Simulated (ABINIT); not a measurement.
# Quasiparticle gap of NaF (Villiaumite) in ABINIT

Aim: the G0W0 gap of NaF (Villiaumite) on PBEsol, step by step.

Method: PBEsol and many-body steps on it, plane waves, in ABINIT 10.8.3.

## Step 1: Starting point

It takes space group Fm-3m (No. 225, cubic). Conventional cell: a = 4.640 Å, b = 4.640 Å, c = 4.640 Å, α = 90.00°, β = 90.00°, γ = 90.00°. Nearest to Na lie 6 F at 2.32 Å. F has 6 Na at 2.32 Å nearest. Farther neighbours and most contacts between anions are not listed.

The cell and positions come from the Crystallography Open Database and are kept as given unless a step says otherwise.

## Step 2: Ground state

This step: ABINIT 10.8.3; DFT, PBEsol, plane waves, norm-conserving pseudopotentials.

The ground-state density comes first.

run.abi reads:

```
acell 3*1.0 Angstrom
rprim 
  -0.000000000000 2.320000000000 2.320000000000
  2.320000000000 -0.000000000000 2.320000000000
  2.320000000000 2.320000000000 -0.000000000000
ntypat 2
znucl 11 9
natom 2
typat 1 2
xred 
  0.000000000000 0.000000000000 0.000000000000
  0.500000000000 0.500000000000 0.500000000000
pp_dirpath "pseudos"
pseudos "Na.upf, F.upf"
ecut 38
ngkpt 8 8 8
nshiftk 1
shiftk 0 0 0
kptopt 1
chksymbreak 0
nband 13
occopt 1
tolvrs 1e-10
nstep 60
prtwf 0
optforces 0
optstress 0
indata_prefix "in"
outdata_prefix "out"
tmpdata_prefix "tmp"
```

Started as:

```bash
OMP_NUM_THREADS=1 mpirun -n 4 abinit run.abi > log
```

Numbers of over 12 decimals in the logs are rounded to 6 here.

The program printed:

```text
.Version 10.8.3 of ABINIT. v10.8.2 released Aug 2026.

 Symmetries : space group Fm -3 m (#225); Bravais cF (face-center cubic)
================================================================================
 Values of the parameters that define the memory need of the present run
     intxc =       0    ionmov =       0      iscf =       7    lmnmax =       5
     lnmax =       5     mgfft =      36  mpssoang =       3    mqgrid =    3001
     natom =       2  nloc_mem =       1    nspden =       1   nspinor =       1
    nsppol =       1      nsym =      48    n1xccc =    2501    ntypat =       2
    occopt =       1   xclevel =       2
-    mband =          13        mffmem =           1         mkmem =           8
       mpw =        1902          nfft =       46656          nkpt =          29
================================================================================
  Rough estimation (10% accuracy) of disk space for files :
================================================================================

--------------------------------------------------------------------------------
------------- Echo of variables that govern the present computation ------------
--------------------------------------------------------------------------------
 -outvars: echo values of preprocessed input variables --------
            acell      1.8897261259E+00  1.8897261259E+00  1.8897261259E+00 Bohr

      chksymbreak           0
             ecut      3.80000000E+01 Hartree
-          fftalg         312

              ixc     -116133
              kpt      0.00000000E+00  0.00000000E+00  0.00000000E+00
                       1.25000000E-01  0.00000000E+00  0.00000000E+00
                       2.50000000E-01  0.00000000E+00  0.00000000E+00
                       3.75000000E-01  0.00000000E+00  0.00000000E+00
                       5.00000000E-01  0.00000000E+00  0.00000000E+00
                       1.25000000E-01  1.25000000E-01  0.00000000E+00
                       2.50000000E-01  1.25000000E-01  0.00000000E+00
                       3.75000000E-01  1.25000000E-01  0.00000000E+00
                       5.00000000E-01  1.25000000E-01  0.00000000E+00
   [... 18 further rows ...]
                      -3.75000000E-01  5.00000000E-01  1.25000000E-01
                      -2.50000000E-01  5.00000000E-01  2.50000000E-01
         kptrlatt        8    0    0      0    8    0      0    0    8
          kptrlen      4.96011604E+01
P           mkmem           8
            natom           2
            nband          13
            ngfft          36      36      36
             nkpt          29
            nstep          60
             nsym          48
           ntypat           2
              occ      2.000000  2.000000  2.000000  2.000000  2.000000  2.000000
                       2.000000  2.000000  0.000000  0.000000  0.000000  0.000000
                       0.000000
        optforces           0
        optstress           0
            prtwf           0
            rprim     -0.0000000000E+00  2.3200000000E+00  2.3200000000E+00
[...]
spgroup         225

           tolvrs      1.00000000E-10

             xred      0.0000000000E+00  0.0000000000E+00  0.0000000000E+00
[...]
znucl       11.00000    9.00000

================================================================================

 chkinp: Checking input parameters for consistency.

================================================================================
== DATASET  1 ==================================================================
-   mpi_nproc: 4, omp_nthreads: 1 (-1 if OMP is not activated)

--- !DatasetInfo
iteration_state: {dtset: 1, }
dimensions: {natom: 2, nkpt: 29, mband: 13, nsppol: 1, nspinor: 1, nspden: 1, mpw: 1902, }
cutoff_energies: {ecut:  38.0, pawecutdg:  -1.0, }
electrons: {nelect:   1.60000000E+01, charge:   0.00000000E+00, occopt:   1.00000000E+00, tsmear:   1.00000000E-02, }

 Real(R)+Recip(G) space primitive vectors, cartesian coordinates (Bohr,Bohr^-1):
 R(1)=  0.0000000  4.3841646  4.3841646  G(1)= -0.1140468  0.1140468  0.1140468
 R(2)=  4.3841646  0.0000000  4.3841646  G(2)=  0.1140468 -0.1140468  0.1140468
 R(3)=  4.3841646  4.3841646  0.0000000  G(3)=  0.1140468  0.1140468 -0.1140468
 Unit cell volume ucvol=  1.6853517E+02 bohr^3
 Angles (23,13,12)=  6.00000000E+01  6.00000000E+01  6.00000000E+01 degrees

 getcut: wavevector=  0.0000  0.0000  0.0000  ngfft=  36  36  36
         ecut(hartree)=     38.000   => boxcut(ratio)=   2.09240

--- Pseudopotential description ------------------------------------------------
- Na Generated using ONCVPSP code by D. R. Hamann
- 11.00000   9.00000  180301                  znucl, zion, pspdat
12 -116133 1 -1 2016                          pspcod,pspxc,lmax,lloc,mmax
     nproj     2     2     0
  pspatm : epsatm=    9.32918808
         --- l  ekb(1:nproj) -->
[...]
pspatm: atomic psp has been read  and splines computed

- F Generated using ONCVPSP code by D. R. Hamann
-  9.00000   7.00000  180301                  znucl, zion, pspdat
12 -116133 2 -1 832                           pspcod,pspxc,lmax,lloc,mmax
     nproj     2     2     1
  pspatm : epsatm=    4.89824381
         --- l  ekb(1:nproj) -->
[...]
1   -3.978753   -1.295852
             2   -2.394754
 pspatm: atomic psp has been read  and splines computed

   2.27638910E+02                                ecore*ucvol(ha*bohr**3)
--------------------------------------------------------------------------------

_setup2: Arith. and geom. avg. npw (full set) are    1885.064    1885.048

================================================================================

--- !BeginCycle
iteration_state: {dtset: 1, }
solver: {iscf: 7, nstep: 60, nline: 4, wfoptalg: 0, }
tolerances: {tolvrs: 1.00E-10, }

     iter   Etot(hartree)      deltaE(h)  residm     vres2
 ETOT  1  -70.235117210753    -7.024E+01 7.980E-02 2.343E+02
 ETOT  2  -70.249083694559    -1.397E-02 3.399E-03 1.841E+02
 ETOT  3  -70.302400346520    -5.332E-02 2.296E-03 7.804E+00
 ETOT  4  -70.304255055335    -1.855E-03 1.831E-04 9.998E-03
 ETOT  5  -70.304256187108    -1.132E-06 1.502E-05 6.724E-04
 ETOT  6  -70.304256323545    -1.364E-07 7.637E-05 1.308E-05
 ETOT  7  -70.304256324982    -1.438E-09 6.827E-06 1.673E-06
 ETOT  8  -70.304256325347    -3.652E-10 2.259E-05 3.919E-08
 ETOT  9  -70.304256325353    -5.755E-12 2.245E-06 9.064E-10
 ETOT 10  -70.304256325352     1.023E-12 6.528E-06 1.089E-11

 At SCF step   10       vres2   =  1.09E-11 < tolvrs=  1.00E-10 =>converged.

--- !ResultsGS
iteration_state: {dtset: 1, }
comment   : Summary of ground state results
lattice_vectors:
- [ -0.0000000,   4.3841646,   4.3841646, ]
- [  4.3841646,  -0.0000000,   4.3841646, ]
- [  4.3841646,   4.3841646,  -0.0000000, ]
lattice_lengths: [   6.20015,    6.20015,    6.20015, ]
lattice_angles: [ 60.000,  60.000,  60.000, ] # degrees, (23, 13, 12)
lattice_volume:   1.6853517E+02
convergence: {deltae:  1.023E-12, res2:  1.089E-11, residm:  6.528E-06, diffor:  0.000E+00, }
etotal    :  -7.03042563E+01
entropy   :   0.00000000E+00
fermie    :  -5.45562277E-02
cartesian_stress_tensor: null
pressure_GPa: null
xred      :
- [  0.0000E+00,   0.0000E+00,   0.0000E+00, Na]
- [  5.0000E-01,   5.0000E-01,   5.0000E-01,  F]
cartesian_forces: null
force_length_stats: {min: null, max: null, mean: null, }

 Integrated electronic density in atomic spheres:
 ------------------------------------------------
 Atom  Sphere_radius  Integrated_density
    1        2.00000          7.96219400
    2        2.00000          7.02568593
================================================================================

 ----iterations are completed or convergence reached----

 Mean square residual over all n,k,spin=   17.323E-09; max=  65.277E-07
 reduced coordinates (array xred) for    2 atoms
       0.000000000000      0.000000000000      0.000000000000
       0.500000000000      0.500000000000      0.500000000000
 rms dE/dt=  0.0000E+00; max dE/dt=  0.0000E+00; dE/dt below (all hartree)
    1       0.000000000000      0.000000000000      0.000000000000
    2       0.000000000000      0.000000000000      0.000000000000

 cartesian coordinates (angstrom) at end:
    1      0.000000     0.000000     0.000000
    2      2.320000     2.320000     2.320000
 length scales=  1.889726125908  1.889726125908  1.889726125908 bohr
              =  1.000000000000  1.000000000000  1.000000000000 angstroms
 prteigrs : about to open file out_EIG
 Fermi (or HOMO) energy (hartree) =  -0.05456   Average Vxc (hartree)=  -0.34178
 Eigenvalues (hartree) for nkpt=  29  k points:
 kpt#   1, nband= 13, wtk=  0.00195, kpt=  0.0000  0.0000  0.0000 (reduced coord)
  -1.77369   -0.75210   -0.74655   -0.74655   -0.74655   -0.05456   -0.05456   -0.05456
   0.17257    0.64004    0.64004    0.64004    0.73704
 prteigrs : prtvol=0 or 1, do not print more k-points.

--- !EnergyTerms
iteration_state     : {dtset: 1, }
comment             : Components of total free energy in Hartree
kinetic             :  4.40222607282846E+01
hartree             :  2.26544315819409E+01
xc                  : -1.22430832748207E+01
Ewald energy        : -4.18174542933785E+01
psp_core            :  1.35069081150960E+00
local_psp           : -6.67949880356653E+01
non_local_psp       : -1.74761138432226E+01
total_energy        : -7.03042563253521E+01
total_energy_eV     : -1.91307627360561E+03
band_energy         : -9.99275141364064E+00

== END DATASET(S) ==============================================================
================================================================================

 -outvars: echo values of variables after computation  --------
           etotal     -7.0304256325E+01
            nband          13
             nkpt          29
          spgroup         225
 [... the other variables as echoed above ...]

 Calculation completed.
```

The job ended after 7.3 s (4 MPI ranks of Arm Neoverse V2, shared host; peak memory 0.28 GiB; 28 s of CPU time).

Numbers from this step:

| Item | Value |
| --- | --- |
| total energy | -1913.0763 eV |
| gap | 6.181 eV |
| k of the valence top | 0, 0, 0 |
| k of the conduction bottom | 0, 0, 0 |
| least direct gap | 6.181 eV |

The gap is direct, at Γ.

(Part 1 of 3 ends here.)

[Paths, hosts, dates, memory and timing lines, banners, echoed tables and standing remarks are left out of the program output.]

[Logs are printed without paths, hosts, clocks, repeated set-up lines and the standing remarks that a program may print on its own settings, such as how far it seeks lower states.]

[Runs of the session that timed out or met a known fault of the program may be left out.]

[Hosts, paths, dates, database ids (printed as entryN), source tags and the programs' standing remarks are cut or masked in the printed files.]

[G0W0 gaps are taken among the corrected bands and points alone; a level outside them can change the order at an edge.]

[Where Ansatz stands beside ABINIT at settings called matched, ABINIT's density can come from a denser mesh and the files from another edition; pairs whose starting gaps differed by over 0.03 eV were left out, so agreement reads better than it is.]
